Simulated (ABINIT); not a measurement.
# BaH2 (P6_3/mmc): one start, several treatments of the self-energy, part 2 of 3

Aim: compare treatments of exchange, screening and correlation for the gap of BaH2 (P6_3/mmc).

ABINIT 10.8.3; PBEsol and many-body steps on it, plane waves. Known limits of the many-body steps: not at the basis limit; no spin-orbit coupling; coarse k mesh.

So far. Step 5 (G0W0, Hybertsen-Louie plasmon pole): Against G0W0 in ABINIT (3×3×2 mesh, 323 bands, screening to 190.5 eV, Godby-Needs plasmon pole), the gap moves by +0.089 eV. Step 6 (G0W0, von der Linden-Horsch plasmon pole): Against G0W0 in ABINIT (3×3×2 mesh, 323 bands, screening to 190.5 eV, Godby-Needs plasmon pole), the gap moves by +0.032 eV.

**7. G0W0, Engel-Farid plasmon pole**

Level of this step: G0W0 on PBEsol, plane waves, norm-conserving pseudopotentials (ABINIT).

run.abi

```
acell 3*1.0 Angstrom
rprim 
  4.462025052349 0.000000000014 0.000000000000
  -2.231012526186 3.864227047650 0.000000000000
  0.000000000000 0.000000000000 6.055292590000
ntypat 2
znucl 56 1
natom 6
typat 1 1 2 2 2 2
xred 
  0.666666666667 0.333333333333 0.750000000000
  0.333333333333 0.666666666667 0.250000000000
  0.333333333333 0.666666666667 0.750000000000
  0.666666666667 0.333333333333 0.250000000000
  -0.000000000000 -0.000000000000 0.500000000000
  -0.000000000000 -0.000000000000 0.000000000000
pp_dirpath "pseudos"
pseudos "Ba.upf, H.upf"
ecut 32
ngkpt 3 3 2
nshiftk 1
shiftk 0 0 0
kptopt 1
chksymbreak 0
istwfk *1
occopt 1
irdwfk 1
optdriver 4
nband 323
gwcalctyp 0
ecutsigx 32
symsigma 1
nkptgw 2
kptgw 
  0.0000000000 0.0000000000 0.0000000000
  0.3333333333 0.3333333333 0.5000000000
bdgw 
  11 14
  11 14
ecuteps 7
irdscr 1
ppmodel 4
indata_prefix "in"
outdata_prefix "out"
tmpdata_prefix "tmp"
```

Run with:

```
$ OMP_NUM_THREADS=1 mpirun -n 8 abinit run.abi > log
```

The program printed:

```text
.Version 10.8.3 of ABINIT. v10.8.2 released Aug 2026.

 Symmetries : space group P6_3/m m c (#194); Bravais hP (primitive hexag.)
[... echo of the input left out ...]
== DATASET  1 ==================================================================
-   mpi_nproc: 8, omp_nthreads: 1 (-1 if OMP is not activated)

--- !DatasetInfo
iteration_state: {dtset: 1, }
dimensions: {natom: 6, nkpt: 6, mband: 323, nsppol: 1, nspinor: 1, nspden: 1, mpw: 6126, }
cutoff_energies: {ecut:  32.0, pawecutdg:  -1.0, }
[...]
Band     E0 <VxcDFT>   SigX SigC(E0)      Z dSigC/dE  Sig(E)    E-E0       E
[...]
13   5.605  -8.695  -4.279  -3.950   0.819  -0.221  -8.314   0.381   5.986
       14   5.605  -8.695  -4.279  -3.950   0.819  -0.221  -8.314   0.381   5.986

== END DATASET(S) ==============================================================
================================================================================

 -outvars: echo values of variables after computation  --------
           etotal      0.0000000000E+00
            nband         323
             nkpt           6
          spgroup         194
 [... the other variables as echoed above ...]

 Calculation completed.
```

Wall time 21 s (8 MPI ranks of Intel Xeon Platinum 8488C (Sapphire Rapids), shared host); peak memory 3.1 GiB; 2.7 min of CPU time.

This step gave:

- G0W0 gap on the points computed: 2.995 eV
- starting gap on the mesh: 1.473 eV
- k of the valence top: 0, 0, 0
- k of the conduction bottom: 0.3333, 0.3333, 0.5
- least direct G0W0 gap on the computed points: 4.303 eV

Against G0W0 in ABINIT (3×3×2 mesh, 323 bands, screening to 190.5 eV, Godby-Needs plasmon pole), the gap moves by −0.059 eV.

**8. One-shot SEX**

This step: one-shot SEX on PBEsol, plane waves, norm-conserving pseudopotentials.

run.abi: that of step 7 with these lines changed.

```diff
@@ -29,3 +29,3 @@
 nband 323
-gwcalctyp 0
+gwcalctyp 6
 ecutsigx 32
@@ -41,3 +41,2 @@
 irdscr 1
-ppmodel 4
 indata_prefix "in"
```

The program printed:

```text
.Version 10.8.3 of ABINIT. v10.8.2 released Aug 2026.

 Symmetries : space group P6_3/m m c (#194); Bravais hP (primitive hexag.)
[... echo of the input left out ...]
== DATASET  1 ==================================================================
-   mpi_nproc: 8, omp_nthreads: 1 (-1 if OMP is not activated)

--- !DatasetInfo
iteration_state: {dtset: 1, }
dimensions: {natom: 6, nkpt: 6, mband: 323, nsppol: 1, nspinor: 1, nspden: 1, mpw: 6126, }
cutoff_energies: {ecut:  32.0, pawecutdg:  -1.0, }
[...]
Band     E0 <VxcDFT>   SigX SigC(E0)      Z dSigC/dE  Sig(E)    E-E0       E
[...]
13   5.605  -8.695  -4.279   2.118   1.000   0.000  -2.162   6.533  12.138
       14   5.605  -8.695  -4.279   2.118   1.000   0.000  -2.162   6.533  12.138

== END DATASET(S) ==============================================================
================================================================================

 -outvars: echo values of variables after computation  --------
           etotal      0.0000000000E+00
            nband         323
             nkpt           6
          spgroup         194
 [... the other variables as echoed above ...]

 Calculation completed.
```

Run time: 3.1 s. Hardware: 8 MPI ranks; peak memory 1.2 GiB.

Numbers from this step:

```yaml
quasiparticle_gap_on_the_points_computed: 2.203 eV
starting_gap_on_the_mesh: 1.473 eV
k_of_the_valence_top: 0, 0, 0
k_of_the_conduction_bottom: 0.3333, 0.3333, 0.5
least_direct_quasiparticle_gap_on_the_computed_points: 3.785 eV
```

Against G0W0 in ABINIT (3×3×2 mesh, 323 bands, screening to 190.5 eV, Godby-Needs plasmon pole), the gap moves by −0.851 eV.

**9. One-shot COHSEX**

This step: one-shot COHSEX on PBEsol, plane waves, norm-conserving pseudopotentials.

run.abi: that of step 8 with these lines changed.

```diff
@@ -29,3 +29,3 @@
 nband 323
-gwcalctyp 6
+gwcalctyp 7
 ecutsigx 32
```

The program printed:

```text
.Version 10.8.3 of ABINIT. v10.8.2 released Aug 2026.

 Symmetries : space group P6_3/m m c (#194); Bravais hP (primitive hexag.)
[... echo of the input left out ...]
== DATASET  1 ==================================================================
-   mpi_nproc: 8, omp_nthreads: 1 (-1 if OMP is not activated)

--- !DatasetInfo
iteration_state: {dtset: 1, }
dimensions: {natom: 6, nkpt: 6, mband: 323, nsppol: 1, nspinor: 1, nspden: 1, mpw: 6126, }
cutoff_energies: {ecut:  32.0, pawecutdg:  -1.0, }
[...]
Band     E0 <VxcDFT>   SigX SigC(E0)      Z dSigC/dE  Sig(E)    E-E0       E
[...]
13   5.605  -8.695  -4.279  -5.264   1.000   0.000  -9.543  -0.848   4.756
       14   5.605  -8.695  -4.279  -5.264   1.000   0.000  -9.543  -0.848   4.756

== END DATASET(S) ==============================================================
================================================================================

 -outvars: echo values of variables after computation  --------
           etotal      0.0000000000E+00
            nband         323
             nkpt           6
          spgroup         194
 [... the other variables as echoed above ...]

 Calculation completed.
```

The job ended after 3.1 s (8 MPI ranks; peak memory 1.2 GiB; 23 s of CPU time).

Numbers from this step:

```
quasiparticle gap on the points computed              : 3.964 eV
starting gap on the mesh                              : 1.473 eV
k of the valence top                                  : 0, 0, 0
k of the conduction bottom                            : 0.3333, 0.3333, 0.5
least direct quasiparticle gap on the computed points : 5.247 eV
```

Against G0W0 in ABINIT (3×3×2 mesh, 323 bands, screening to 190.5 eV, Godby-Needs plasmon pole), the gap moves by +0.910 eV.

**10. One-shot Hartree-Fock**

This step: one-shot Hartree-Fock on PBEsol, plane waves, norm-conserving pseudopotentials.

run.abi: that of step 9 with these lines changed.

```diff
@@ -28,4 +28,4 @@
 optdriver 4
-nband 323
-gwcalctyp 7
+nband 16
+gwcalctyp 5
 ecutsigx 32
@@ -39,4 +39,4 @@
   11 14
-ecuteps 7
-irdscr 1
+ixc_sigma 40
+fftgw 31
 indata_prefix "in"
```

The program printed:

```text
.Version 10.8.3 of ABINIT. v10.8.2 released Aug 2026.

 Symmetries : space group P6_3/m m c (#194); Bravais hP (primitive hexag.)
[... echo of the input left out ...]
== DATASET  1 ==================================================================
-   mpi_nproc: 8, omp_nthreads: 1 (-1 if OMP is not activated)

--- !DatasetInfo
iteration_state: {dtset: 1, }
dimensions: {natom: 6, nkpt: 6, mband: 16, nsppol: 1, nspinor: 1, nspden: 1, mpw: 6126, }
cutoff_energies: {ecut:  32.0, pawecutdg:  -1.0, }
[...]
Band     E0 <VxcDFT>   SigX SigC(E0)      Z dSigC/dE  Sig(E)    E-E0       E
[...]
13   5.605  -8.695  -4.279   0.000   1.000   0.000  -4.279   4.415  10.020
       14   5.605  -8.695  -4.279   0.000   1.000   0.000  -4.279   4.415  10.020

== END DATASET(S) ==============================================================
================================================================================

 -outvars: echo values of variables after computation  --------
           etotal      0.0000000000E+00
            nband          16
             nkpt           6
          spgroup         194
 [... the other variables as echoed above ...]

 Calculation completed.
```

The job ended after 2.5 s (8 MPI ranks; peak memory 0.15 GiB).

This step gave:

```
quasiparticle gap on the points computed              : 8.649 eV
starting gap on the mesh                              : 1.473 eV
k of the valence top                                  : 0, 0, 0
k of the conduction bottom                            : 0.3333, 0.3333, 0.5
least direct quasiparticle gap on the computed points : 9.988 eV
```

Against G0W0 in ABINIT (3×3×2 mesh, 323 bands, screening to 190.5 eV, Godby-Needs plasmon pole), the gap moves by +5.595 eV.

**11. Screening, 3×3×2 mesh, 323 bands, screening to 190.5 eV**

This step: RPA screening on PBEsol, plane waves, norm-conserving pseudopotentials.

run.abi: that of step 10 with these lines changed.

```diff
@@ -27,16 +27,14 @@
 irdwfk 1
-optdriver 4
-nband 16
-gwcalctyp 5
-ecutsigx 32
-symsigma 1
-nkptgw 2
-kptgw 
-  0.0000000000 0.0000000000 0.0000000000
-  0.3333333333 0.3333333333 0.5000000000
-bdgw 
-  11 14
-  11 14
-ixc_sigma 40
-fftgw 31
+optdriver 3
+nband 323
+ecuteps 7
+inclvkb 2
+awtr 1
+symchi 1
+gwcalctyp 2
+nfreqre 16
+freqremax 40 eV
+nfreqim 8
+spmeth 1
+nomegasf 120
 indata_prefix "in"
```

The program printed:

```text
.Version 10.8.3 of ABINIT. v10.8.2 released Aug 2026.

 Symmetries : space group P6_3/m m c (#194); Bravais hP (primitive hexag.)
[... echo of the input left out ...]
== DATASET  1 ==================================================================
-   mpi_nproc: 8, omp_nthreads: 1 (-1 if OMP is not activated)

--- !DatasetInfo
iteration_state: {dtset: 1, }
dimensions: {natom: 6, nkpt: 6, mband: 323, nsppol: 1, nspinor: 1, nspden: 1, mpw: 6126, }
cutoff_energies: {ecut:  32.0, pawecutdg:  -1.0, }
electrons: {nelect:   2.40000000E+01, charge:   0.00000000E+00, occopt:   1.00000000E+00, tsmear:   1.00000000E-02, }

 SCREENING: Calculation of the susceptibility and dielectric matrices

 Based on a program developped by R.W. Godby, V. Olevano, G. Onida, and L. Reining.
 Incorporated in ABINIT by V. Olevano, G.-M. Rignanese, and M. Torrent.
.Using double precision arithmetic ; gwpc =  8

[... cell and pseudopotentials left out ...]
--------------------------------------------------------------------------------

 ==== K-mesh for the wavefunctions ====
 Number of points in the irreducible wedge :     6
[... list of points left out ...]
 Together with 24 symmetry operations and time-reversal symmetry
 yields    18 points in the full Brillouin Zone.

 ==== Q-mesh for the screening function ====
 Number of points in the irreducible wedge :     6
[... list of points left out ...]
 Together with 24 symmetry operations and time-reversal symmetry
 yields    18 points in the full Brillouin Zone.

 setmesh: FFT mesh size selected  =    32x   32x   48
          total number of points  =        49152

 vcoul_init : cutoff-mode = AUXILIARY_FUNCTION
 q-points for optical limit:   1
     1)      0.000010    0.000020    0.000030

- screening: taking advantage of time-reversal symmetry
- Maximum band index for partially occupied states nbvw = 12
- Remaining bands to be divided among processors   nbcw = 311
- Number of bands treated by each node ~38

 Number of electrons calculated from density =   24.0000; Expected =   24.0000
 average of density, n =  0.034063
 r_s =    1.9137
 omega_plasma =   17.8032 [eV]

 calculating chi0 at frequencies [eV] :
  1    0.000000E+00    0.000000E+00
  2    2.666667E+00    0.000000E+00
  3    5.333333E+00    0.000000E+00
[...]
23    0.000000E+00    4.534165E+01
 24    0.000000E+00    6.384153E+01

--------------------------------------------------------------------------------
  q-point number  1        q = ( 0.000000, 0.000000, 0.000000) [r.l.u.]
--------------------------------------------------------------------------------
[... chi0 elements left out ...]
  [... further frequencies ...]

 No. of calculated frequencies >  15, stop printing
 For q-point:  0.000010 0.000020 0.000030
  dielectric constant =   5.9813
  dielectric constant without local fields =   6.6674

  Average fulfillment of the sum rule on Im[epsilon] for q-point    1 :     99.33  [%]
[... wings left out ...]
  q-point number  2        q = ( 0.333333, 0.000000, 0.000000) [r.l.u.]
--------------------------------------------------------------------------------
[... chi0 elements left out ...]
  [... further frequencies ...]

 No. of calculated frequencies >  15, stop printing
  Average fulfillment of the sum rule on Im[epsilon] for q-point    2 :    101.98  [%]

 [... 4 further q-points ...]
```

It took 2.3 min on 8 MPI ranks; peak memory 5.8 GiB; 18 min of CPU time.

Numbers from this step:

```yaml
eps_infinity_with_local_fields_on_this_mesh_along_the_program_s_q_direction: 5.981
the_same_without_local_fields: 6.667
plasma_frequency: 17.80 eV
plane_waves_in_the_screening_matrix: 601
```

**12. G0W0, contour deformation**

This step: G0W0 on PBEsol, plane waves, norm-conserving pseudopotentials.

run.abi: that of step 11 with these lines changed.

```diff
@@ -27,14 +27,17 @@
 irdwfk 1
-optdriver 3
+optdriver 4
 nband 323
+gwcalctyp 2
+ecutsigx 32
+symsigma 1
+nkptgw 2
+kptgw 
+  0.0000000000 0.0000000000 0.0000000000
+  0.3333333333 0.3333333333 0.5000000000
+bdgw 
+  11 14
+  11 14
 ecuteps 7
-inclvkb 2
-awtr 1
-symchi 1
-gwcalctyp 2
-nfreqre 16
-freqremax 40 eV
-nfreqim 8
-spmeth 1
-nomegasf 120
+irdscr 1
+gwmem 01
 indata_prefix "in"
```

The program printed:

```text
.Version 10.8.3 of ABINIT. v10.8.2 released Aug 2026.

 Symmetries : space group P6_3/m m c (#194); Bravais hP (primitive hexag.)
[... echo of the input left out ...]
== DATASET  1 ==================================================================
-   mpi_nproc: 8, omp_nthreads: 1 (-1 if OMP is not activated)

--- !DatasetInfo
iteration_state: {dtset: 1, }
dimensions: {natom: 6, nkpt: 6, mband: 323, nsppol: 1, nspinor: 1, nspden: 1, mpw: 6126, }
cutoff_energies: {ecut:  32.0, pawecutdg:  -1.0, }
[...]
Band     E0 <VxcDFT>   SigX SigC(E0)      Z dSigC/dE  Sig(E)    E-E0       E
[...]
14   5.605  -8.695  -4.279  -3.768   0.781  -0.280  -8.189   0.506   6.110
       14   0.000   0.000   0.000  -0.000   0.000   0.000  -0.000  -0.000  -0.000

== END DATASET(S) ==============================================================
================================================================================

 -outvars: echo values of variables after computation  --------
           etotal      0.0000000000E+00
            nband         323
             nkpt           6
          spgroup         194
 [... the other variables as echoed above ...]

 Calculation completed.
```

The job ended after 34 s (8 MPI ranks; peak memory 3.5 GiB).

Numbers from this step:

| Property | Result |
| --- | --- |
| G0W0 gap on the points computed | 2.926 eV |
| starting gap on the mesh | 1.473 eV |
| k of the valence top | 0, 0, 0 |
| k of the conduction bottom | 0.3333, 0.3333, 0.5 |
| least direct G0W0 gap on the computed points | 4.227 eV |

Against G0W0 in ABINIT (3×3×2 mesh, 323 bands, screening to 190.5 eV, Godby-Needs plasmon pole), the gap moves by −0.128 eV.

(Continued in part 3 of 3.)

[Paths, hosts, dates, memory and timing lines, banners, echoed tables and standing remarks are left out of the program output.]

[Logs are printed without paths, hosts, clocks, repeated set-up lines and the standing remarks that a program may print on its own settings, such as how far it seeks lower states.]

[Runs of the session that timed out or met a known fault of the program may be left out.]

[No measured gap is set beside runs whose start may be inverted or whose files or cutoffs have a known fault.]

[Hosts, paths, dates, database ids (printed as entryN), source tags and the programs' standing remarks are cut or masked in the printed files.]

[G0W0 gaps are taken among the corrected bands and points alone; a level outside them can change the order at an edge.]

[Where Ansatz stands beside ABINIT at settings called matched, ABINIT's density can come from a denser mesh and the files from another edition; pairs whose starting gaps differed by over 0.03 eV were left out, so agreement reads better than it is.]
